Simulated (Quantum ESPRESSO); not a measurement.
# SiC (F-43m): phonons against volume, part 5 of 8

Wanted: mode Grüneisen parameters of SiC and a free-energy fit over volumes.

Quantum ESPRESSO 7.5; DFT LDA, scalar-relativistic, plane waves, GBRV ultrasoft pseudopotentials.

So far. Step 4 (Ground state at this cell): On a basis chosen for the relaxed cell the pressure is -0.008 GPa, small enough for phonons. Step 5 (Born charges and dielectric tensor): The Born charges sum to zero within 0.0024 e; the rest is removed before use. Acoustic frequencies in this log differ from zero by the error of the sum rule, which ph.x does not impose.

## (6) Forces on a displaced cell

One atom (for the harmonic constants) or a pair of atoms (for the cubic ones) is moved by a few hundredths of an ångström; the forces on all atoms give a column of force constants. The threshold is tight because the forces are small.

System of this step: SiC. The cell holds 54 atoms: 27 Si and 27 C. Its edges and angles: a = 9.182 Å, b = 9.182 Å, c = 9.182 Å, α = 60.0°, β = 60.0°, γ = 60.0°. It derives from SiC, repeated 3×3×3.

Input file disp-00002.in:

```
 &control
    calculation='scf',
    prefix='x',
    outdir='./tmp',
    pseudo_dir='./pseudo',
    tprnfor=.true.,
    disk_io='none',
 /
 &system
    ibrav=0,
    nat=54,
    ntyp=2,
    ecutwfc=45.0,
    ecutrho=270.0,
    occupations='fixed',
    nbnd=110,
 /
 &electrons
    conv_thr=1.0d-11,
    mixing_beta=0.7,
    electron_maxstep=100,
 /
ATOMIC_SPECIES
 Si     28.0850  Si.upf
 C      12.0110  C.upf
CELL_PARAMETERS angstrom
     0.000000000    6.492349752    6.492349752
     6.492349752    0.000000000    6.492349752
     6.492349752    6.492349752    0.000000000
ATOMIC_POSITIONS crystal
 Si     0.000000000   0.000000000   0.000000000
 Si     0.333333333   0.000000000   0.000000000
 Si     0.666666667   0.000000000   0.000000000
 Si     0.000000000   0.333333333   0.000000000
 Si     0.333333333   0.333333333   0.000000000
 Si     0.666666667   0.333333333   0.000000000
 Si     0.000000000   0.666666667   0.000000000
 Si     0.333333333   0.666666667   0.000000000
 Si     0.666666667   0.666666667   0.000000000
 Si     0.000000000   0.000000000   0.333333333
 Si     0.333333333   0.000000000   0.333333333
 Si     0.666666667   0.000000000   0.333333333
 Si     0.000000000   0.333333333   0.333333333
 Si     0.333333333   0.333333333   0.333333333
 Si     0.666666667   0.333333333   0.333333333
 Si     0.000000000   0.666666667   0.333333333
 Si     0.333333333   0.666666667   0.333333333
 Si     0.666666667   0.666666667   0.333333333
 Si     0.000000000   0.000000000   0.666666667
 Si     0.333333333   0.000000000   0.666666667
 Si     0.666666667   0.000000000   0.666666667
 Si     0.000000000   0.333333333   0.666666667
 Si     0.333333333   0.333333333   0.666666667
 Si     0.666666667   0.333333333   0.666666667
 Si     0.000000000   0.666666667   0.666666667
 Si     0.333333333   0.666666667   0.666666667
 Si     0.666666667   0.666666667   0.666666667
 C      0.085511610   0.083333333   0.083333333
 C      0.416666667   0.083333333   0.083333333
 C      0.750000000   0.083333333   0.083333333
 C      0.083333333   0.416666667   0.083333333
 C      0.416666667   0.416666667   0.083333333
 C      0.750000000   0.416666667   0.083333333
 C      0.083333333   0.750000000   0.083333333
 C      0.416666667   0.750000000   0.083333333
 C      0.750000000   0.750000000   0.083333333
 C      0.083333333   0.083333333   0.416666667
 C      0.416666667   0.083333333   0.416666667
 C      0.750000000   0.083333333   0.416666667
 C      0.083333333   0.416666667   0.416666667
 C      0.416666667   0.416666667   0.416666667
 C      0.750000000   0.416666667   0.416666667
 C      0.083333333   0.750000000   0.416666667
 C      0.416666667   0.750000000   0.416666667
 C      0.750000000   0.750000000   0.416666667
 C      0.083333333   0.083333333   0.750000000
 C      0.416666667   0.083333333   0.750000000
 C      0.750000000   0.083333333   0.750000000
 C      0.083333333   0.416666667   0.750000000
 C      0.416666667   0.416666667   0.750000000
 C      0.750000000   0.416666667   0.750000000
 C      0.083333333   0.750000000   0.750000000
 C      0.416666667   0.750000000   0.750000000
 C      0.750000000   0.750000000   0.750000000
K_POINTS automatic
 3 3 3 0 0 0
```

On the command line:

```sh
> OMP_NUM_THREADS=1 mpirun -n 4 pw.x -nk 4 -in disp-00002.in > disp-00002.out
```

The log of the run:

```text
[banner, memory and clock lines left out]
Program PWSCF v.7.5

     Message from routine setup:
     using ibrav=0 with symmetry is DISCOURAGED, use correct ibrav instead

     G-vector sticks info

     bravais-lattice index     =            0
     lattice parameter (alat)  =      17.3507  a.u.
     unit-cell volume          =    3693.4508 (a.u.)^3
     number of atoms/cell      =           54
     number of atomic types    =            2
     number of electrons       =       216.00
     number of Kohn-Sham states=          110
     kinetic-energy cutoff     =      45.0000  Ry
     charge density cutoff     =     270.0000  Ry
     scf convergence threshold =      1.0E-11
     mixing beta               =       0.7000
     number of iterations used =            8  plain     mixing
     Exchange-correlation= SLA  PZ   NOGX NOGC
                           (   1   1   0   0   0   0   0)

     celldm(1)=  17.350651  celldm(2)=   0.000000  celldm(3)=   0.000000
     celldm(4)=   0.000000  celldm(5)=   0.000000  celldm(6)=   0.000000

     crystal axes: (cart. coord. in units of alat)
               a(1) = (   0.000000   0.707107   0.707107 )
               a(2) = (   0.707107   0.000000   0.707107 )
               a(3) = (   0.707107   0.707107   0.000000 )

     reciprocal axes: (cart. coord. in units 2 pi/alat)
               b(1) = ( -0.707107  0.707107  0.707107 )
               b(2) = (  0.707107 -0.707107  0.707107 )
               b(3) = (  0.707107  0.707107 -0.707107 )

     PseudoPot. # 1 for Si read from file:
     ./pseudo/Si.upf
     Pseudo is Ultrasoft + core correction, Zval =  4.0
     Using radial grid of  899 points,  6 beta functions with:
                l(1) =   0
                l(2) =   0
                l(3) =   1
                l(4) =   1
                l(5) =   2
                l(6) =   2
     Q(r) pseudized with  8 coefficients,  rinner =    0.900   0.900   0.900
                                                       0.900   0.900

     PseudoPot. # 2 for C  read from file:
     ./pseudo/C.upf
     Pseudo is Ultrasoft + core correction, Zval =  4.0
     Using radial grid of  721 points,  4 beta functions with:
                l(1) =   0
                l(2) =   0
                l(3) =   1
                l(4) =   1
     Q(r) pseudized with  8 coefficients,  rinner =    1.100   1.100   1.100

     atomic species   valence    mass     pseudopotential
     Si                4.00    28.08500     Si( 1.00)
     C                 4.00    12.01100     C ( 1.00)

      2 Sym. Ops. (no inversion) found

   Cartesian axes

     site n.     atom                  positions (alat units)
         1        Si     tau(   1) = (   0.0000000   0.0000000   0.0000000  )
         2        Si     tau(   2) = (   0.0000000   0.2357023   0.2357023  )
         3        Si     tau(   3) = (   0.0000000   0.4714045   0.4714045  )
         4        Si     tau(   4) = (   0.2357023   0.0000000   0.2357023  )
         5        Si     tau(   5) = (   0.2357023   0.2357023   0.4714045  )
         6        Si     tau(   6) = (   0.2357023   0.4714045   0.7071068  )
         7        Si     tau(   7) = (   0.4714045   0.0000000   0.4714045  )
         8        Si     tau(   8) = (   0.4714045   0.2357023   0.7071068  )
         9        Si     tau(   9) = (   0.4714045   0.4714045   0.9428090  )
        10        Si     tau(  10) = (   0.2357023   0.2357023   0.0000000  )
        11        Si     tau(  11) = (   0.2357023   0.4714045   0.2357023  )
        12        Si     tau(  12) = (   0.2357023   0.7071068   0.4714045  )
        13        Si     tau(  13) = (   0.4714045   0.2357023   0.2357023  )
        14        Si     tau(  14) = (   0.4714045   0.4714045   0.4714045  )
        15        Si     tau(  15) = (   0.4714045   0.7071068   0.7071068  )
        16        Si     tau(  16) = (   0.7071068   0.2357023   0.4714045  )
[...]
20        Si     tau(  20) = (   0.4714045   0.7071068   0.2357023  )
        21        Si     tau(  21) = (   0.4714045   0.9428090   0.4714045  )
        22        Si     tau(  22) = (   0.7071068   0.4714045   0.2357023  )
        23        Si     tau(  23) = (   0.7071068   0.7071068   0.4714045  )
        24        Si     tau(  24) = (   0.7071068   0.9428090   0.7071068  )
        25        Si     tau(  25) = (   0.9428090   0.4714045   0.4714045  )
        26        Si     tau(  26) = (   0.9428090   0.7071068   0.7071068  )
        27        Si     tau(  27) = (   0.9428090   0.9428090   0.9428090  )
        28        C      tau(  28) = (   0.1178511   0.1193914   0.1193914  )
        29        C      tau(  29) = (   0.1178511   0.3535534   0.3535534  )
        30        C      tau(  30) = (   0.1178511   0.5892557   0.5892557  )
        31        C      tau(  31) = (   0.3535534   0.1178511   0.3535534  )
        32        C      tau(  32) = (   0.3535534   0.3535534   0.5892557  )
        33        C      tau(  33) = (   0.3535534   0.5892557   0.8249579  )
        34        C      tau(  34) = (   0.5892557   0.1178511   0.5892557  )
        35        C      tau(  35) = (   0.5892557   0.3535534   0.8249579  )
        36        C      tau(  36) = (   0.5892557   0.5892557   1.0606602  )
        37        C      tau(  37) = (   0.3535534   0.3535534   0.1178511  )
        38        C      tau(  38) = (   0.3535534   0.5892557   0.3535534  )
        39        C      tau(  39) = (   0.3535534   0.8249579   0.5892557  )
        40        C      tau(  40) = (   0.5892557   0.3535534   0.3535534  )
        41        C      tau(  41) = (   0.5892557   0.5892557   0.5892557  )
        42        C      tau(  42) = (   0.5892557   0.8249579   0.8249579  )
        43        C      tau(  43) = (   0.8249579   0.3535534   0.5892557  )
[...]
47        C      tau(  47) = (   0.5892557   0.8249579   0.3535534  )
        48        C      tau(  48) = (   0.5892557   1.0606602   0.5892557  )
        49        C      tau(  49) = (   0.8249579   0.5892557   0.3535534  )
        50        C      tau(  50) = (   0.8249579   0.8249579   0.5892557  )
        51        C      tau(  51) = (   0.8249579   1.0606602   0.8249579  )
        52        C      tau(  52) = (   1.0606602   0.5892557   0.5892557  )
        53        C      tau(  53) = (   1.0606602   0.8249579   0.8249579  )
        54        C      tau(  54) = (   1.0606602   1.0606602   1.0606602  )

     number of k points=    10
                       cart. coord. in units 2pi/alat
        k(    1) = (   0.0000000   0.0000000   0.0000000), wk =   0.0740741
[...]
iteration #  8     ecut=    45.00 Ry     beta= 0.70
     Davidson diagonalization with overlap
     ethr =  5.21E-08,  avg # of iterations =  3.7

     total energy              =    -572.41253483 Ry
     estimated scf accuracy    <       0.00002760 Ry

     iteration #  9     ecut=    45.00 Ry     beta= 0.70
     Davidson diagonalization with overlap
     ethr =  1.28E-08,  avg # of iterations =  2.3

     total energy              =    -572.41254019 Ry
     estimated scf accuracy    <       0.00000159 Ry

     iteration # 10     ecut=    45.00 Ry     beta= 0.70
     Davidson diagonalization with overlap
     ethr =  7.38E-10,  avg # of iterations =  5.3

     total energy              =    -572.41254165 Ry
     estimated scf accuracy    <       0.00000088 Ry

     iteration # 11     ecut=    45.00 Ry     beta= 0.70
     Davidson diagonalization with overlap
     ethr =  4.06E-10,  avg # of iterations =  1.8

     total energy              =    -572.41254165 Ry
     estimated scf accuracy    <       0.00000015 Ry

     iteration # 12     ecut=    45.00 Ry     beta= 0.70
     Davidson diagonalization with overlap
     ethr =  7.11E-11,  avg # of iterations =  2.0

     total energy              =    -572.41254170 Ry
     estimated scf accuracy    <          2.7E-09 Ry

     iteration # 13     ecut=    45.00 Ry     beta= 0.70
     Davidson diagonalization with overlap
     ethr =  1.23E-12,  avg # of iterations =  5.1

     total energy              =    -572.41254171 Ry
     estimated scf accuracy    <          8.8E-10 Ry

     iteration # 14     ecut=    45.00 Ry     beta= 0.70
     Davidson diagonalization with overlap
     ethr =  4.08E-13,  avg # of iterations =  2.0

     total energy              =    -572.41254171 Ry
     estimated scf accuracy    <          4.8E-10 Ry

     iteration # 15     ecut=    45.00 Ry     beta= 0.70
     Davidson diagonalization with overlap
     ethr =  2.20E-13,  avg # of iterations =  2.0

     total energy              =    -572.41254171 Ry
     estimated scf accuracy    <          1.9E-11 Ry

     iteration # 16     ecut=    45.00 Ry     beta= 0.70
     Davidson diagonalization with overlap
     ethr =  1.00E-13,  avg # of iterations =  1.0

     End of self-consistent calculation

          k = 0.0000 0.0000 0.0000 ( 18883 PWs)   bands (ev):

    -6.0015  -3.8910  -3.8882  -3.8863  -3.8863  -3.8863  -3.8863  -3.8843
    -3.8816  -3.1686  -3.1645  -3.1637  -3.1637  -3.1629  -3.1589  -1.2135
    -1.2094  -1.2089  -1.2071  -1.2063  -1.2057  -1.2057  -1.2051  -1.2043
    -1.2026  -1.2020  -1.1977   2.3779   2.3870   2.3881   2.3884   2.3893
     2.3898   2.3898   2.3904   2.3913   2.3916   2.3927   2.4013   3.2479
     3.2529   3.2554   3.2554   3.2554   3.2554   3.2579   3.2628   3.7145
     3.7151   3.7173   3.7176   3.7189   3.7196   3.7197   3.7204   3.7217
     3.7220   3.7243   3.7249   4.4479   4.4535   4.4542   4.4542   4.4549
     4.4607   6.8197   6.8268   6.8268   6.8274   6.8284   6.8284   6.8284
     6.8284   6.8294   6.8300   6.8301   6.8368   7.2648   7.2679   7.2715
     7.2726   7.2731   7.2733   7.2733   7.2734   7.2739   7.2750   7.2788
     7.2820   8.6086   8.6230   8.6232   8.6234   8.6238   8.6245   8.6246
     8.6256   8.6257   8.6266   8.6268   8.6275   8.6278   8.6281   8.6283
     8.6430   9.4737   9.4771   9.4808  12.0741  12.0746

          k = 0.2357 0.2357-0.2357 ( 18843 PWs)   bands (ev):

    -5.7558  -5.0315  -4.0999  -4.0978  -4.0958  -3.8541  -3.8520  -3.8499
    -3.2434  -3.2417  -3.2399  -2.5970  -2.2530  -2.2515  -2.2501  -2.1177
    -2.1157  -2.1137  -1.1938  -1.1906  -1.1901  -1.1898  -1.1892  -1.1861
[...]
8.9542   8.9598   9.3102   9.3160  11.9476  11.9489

          k = 0.4714 0.0000-0.0000 ( 18822 PWs)   bands (ev):

[...]
9.0416   9.0437   9.0440   9.0460  10.9244  13.2894

          k =-0.0000-0.4714 0.4714 ( 18798 PWs)   bands (ev):

[...]
8.5997   8.7038   8.7040   9.3691  11.4092  12.3193

          k =-0.2357 0.2357 0.2357 ( 18843 PWs)   bands (ev):

[...]
8.9566   8.9599   9.3129   9.3163  11.9480  11.9493

          k = 0.2357 0.2357 0.2357 ( 18843 PWs)   bands (ev):

[...]
8.9540   8.9572   9.3099   9.3131  11.9478  11.9495

          k = 0.0000 0.4714-0.0000 ( 18822 PWs)   bands (ev):

[...]
9.0390   9.0437   9.0438   9.0490  10.9244  13.2880

          k = 0.0000-0.4714-0.4714 ( 18798 PWs)   bands (ev):

[...]
8.5998   8.7006   8.7072   9.3690  11.4093  12.3171

          k =-0.4714 0.0000-0.4714 ( 18798 PWs)   bands (ev):

[...]
8.5976   8.7031   8.7072   9.3665  11.4090  12.3172

          k = 0.4714 0.0000-0.4714 ( 18798 PWs)   bands (ev):

[...]
2.6413   2.6417   2.9869   2.9899   3.6116   3.6137   3.6155   3.6190
     4.1340   4.2706   4.2729   5.0458   5.0467   5.0490   5.0512   5.2643
     5.2675   5.3488   5.4893   5.4915   5.5824   5.5853   5.6774   5.6951
     5.6961   6.1321   6.1349   6.1366   6.1392   6.2469   6.2499   6.2975
     6.3017   6.3051   6.3062   6.3658   6.3944   6.3966   6.3971   6.3994
     6.6778   6.6820   7.0220   7.0252   7.2131   7.2489   7.2518   7.3657
     7.3681   7.4988   7.5040   7.5056   7.5071   7.9614   7.9629   7.9642
     7.9685   8.1819   8.1858   8.2446   8.4049   8.4118   8.4889   8.4937
     8.6020   8.7007   8.7046   9.3716  11.4096  12.3168

     highest occupied, lowest unoccupied level (ev):     9.4808   10.9244

!    total energy              =    -572.41254171 Ry
     estimated scf accuracy    <          2.7E-12 Ry

     The total energy is the sum of the following terms:
     one-electron contribution =     154.26390336 Ry
     hartree contribution      =      62.07145851 Ry
     xc contribution           =    -219.71959596 Ry
     ewald contribution        =    -569.02830762 Ry

     convergence has been achieved in  16 iterations

     Forces acting on atoms (cartesian axes, Ry/au):

     atom    1 type  1   force =     0.00254405    0.00415705    0.00415705
     atom    2 type  1   force =    -0.00302413    0.00453103    0.00453103
     atom    3 type  1   force =     0.00000236   -0.00038215   -0.00038215
     atom    4 type  1   force =    -0.00003350    0.00158425    0.00154323
     atom    5 type  1   force =    -0.00016103    0.00001887   -0.00037450
     atom    6 type  1   force =     0.00015444   -0.00037473    0.00001242
     atom    7 type  1   force =    -0.00017367    0.00013366   -0.00020461
     atom    8 type  1   force =     0.00000126    0.00017301    0.00017382
     atom    9 type  1   force =     0.00018000   -0.00020611    0.00013876
     atom   10 type  1   force =    -0.00003350    0.00154323    0.00158425
     atom   11 type  1   force =    -0.00016103   -0.00037450    0.00001887
     atom   12 type  1   force =     0.00015444    0.00001242   -0.00037473
     atom   13 type  1   force =    -0.00029463    0.00000758    0.00000758
     atom   14 type  1   force =    -0.00000094   -0.00003369   -0.00003369
     atom   15 type  1   force =     0.00030048    0.00000629    0.00000629
     atom   16 type  1   force =     0.00000751    0.00016246   -0.00007708
[...]
atom   47 type  2   force =    -0.00043873   -0.00005812    0.00025685
     atom   48 type  2   force =    -0.00000128    0.00003786    0.00003855
     atom   49 type  2   force =    -0.00000078   -0.00017938   -0.00018297
     atom   50 type  2   force =     0.00000038   -0.00002440    0.00008225
     atom   51 type  2   force =     0.00000035    0.00008278   -0.00002280
     atom   52 type  2   force =     0.00002465    0.00001261    0.00001261
     atom   53 type  2   force =    -0.00000022   -0.00002362   -0.00002362
     atom   54 type  2   force =    -0.00002610    0.00001305    0.00001305

     Total force =     0.022123     Total SCF correction =     0.000004
     Message from routine punch:
     Nothing written, as per user request (disk_io='none')
```

Wall time 10 min (4 MPI ranks of Arm Neoverse V1, shared host).

Numbers from this step:

| Item | Value |
| --- | --- |
| gap on the k-mesh | 1.444 eV |

Force (size) by element, in eV/Å:

| element | atoms | mean | spread (r.m.s.) | least | largest |
| --- | --- | --- | --- | --- | --- |
| Si | 27 | 0.022 | 0.045 | 0.001 | 0.182 |
| C | 27 | 0.029 | 0.093 | 0.001 | 0.498 |

The atoms with the largest values:

| atom | x, y, z (Å) | force (eV/Å) |
| --- | --- | --- |
| C28 | 1.08, 1.10, 1.10 | 0.014, -0.352, -0.352 |
| Si2 | 0.00, 2.16, 2.16 | -0.078, 0.117, 0.117 |
| Si1 | 0.00, 0.00, 0.00 | 0.065, 0.107, 0.107 |
| Si4 | 2.16, 0.00, 2.16 | -0.001, 0.041, 0.040 |
| Si10 | 2.16, 2.16, 0.00 | -0.001, 0.040, 0.041 |
| C29 | 1.08, 3.25, 3.25 | -0.010, 0.028, 0.028 |
| C30 | 1.08, 5.41, 5.41 | 0.010, 0.027, 0.027 |
| C31 | 3.25, 1.08, 3.25 | 0.021, -0.011, 0.016 |

At this level the gap is 1.44 eV on the k-mesh of the self-consistent run, which can miss the band edges.

## (7) A displaced supercell

One atom (for the harmonic constants) or a pair of atoms (for the cubic ones) is moved by a few hundredths of an ångström; the forces on all atoms give a column of force constants. The threshold is tight because the forces are small.

disp-00001.in, as its differences from disp-00002.in of step 6:

```diff
@@ -30,3 +30,3 @@
 ATOMIC_POSITIONS crystal
- Si     0.000000000   0.000000000   0.000000000
+ Si     0.002178277   0.000000000   0.000000000
  Si     0.333333333   0.000000000   0.000000000
@@ -57,3 +57,3 @@
  Si     0.666666667   0.666666667   0.666666667
- C      0.085511610   0.083333333   0.083333333
+ C      0.083333333   0.083333333   0.083333333
  C      0.416666667   0.083333333   0.083333333
```

On the command line:

```sh
> OMP_NUM_THREADS=1 mpirun -n 4 pw.x -nk 4 -in disp-00001.in > disp-00001.out
```

The log of the run:

```text
[banner, memory and clock lines left out]
Program PWSCF v.7.5

     Message from routine setup:
     using ibrav=0 with symmetry is DISCOURAGED, use correct ibrav instead

     G-vector sticks info

     bravais-lattice index     =            0
     lattice parameter (alat)  =      17.3507  a.u.
     unit-cell volume          =    3693.4508 (a.u.)^3
     number of atoms/cell      =           54
     number of atomic types    =            2
     number of electrons       =       216.00
[...]
atom    1 type  1   force =    -0.00048831   -0.01436472   -0.01436472
     atom    2 type  1   force =    -0.00026928    0.00151147    0.00151147
     atom    3 type  1   force =     0.00027575    0.00148061    0.00148061
[...]
atom   53 type  2   force =     0.00014824    0.00000856    0.00000856
     atom   54 type  2   force =     0.00000077   -0.00003373   -0.00003373

     Total force =     0.023271     Total SCF correction =     0.000003
     Message from routine punch:
     Nothing written, as per user request (disk_io='none')
[key lines of the parts left out:]
!    total energy              =    -572.41252448 Ry
convergence has been achieved in  16 iterations
```

Wall time 11 min (4 MPI ranks); 44 min of CPU time.

(Continued in part 6 of 8.)

[Logs are printed without paths, hosts, clocks, repeated set-up lines and the standing remarks that a program may print on its own settings, such as how far it seeks lower states.]

[Hosts, paths, dates, database ids (printed as entryN), source tags and the programs' standing remarks are cut or masked in the printed files.]

[A step with changed settings may run another functional than the one named; its input shows which.]

[Of the runs on displaced cells, only some may be shown.]
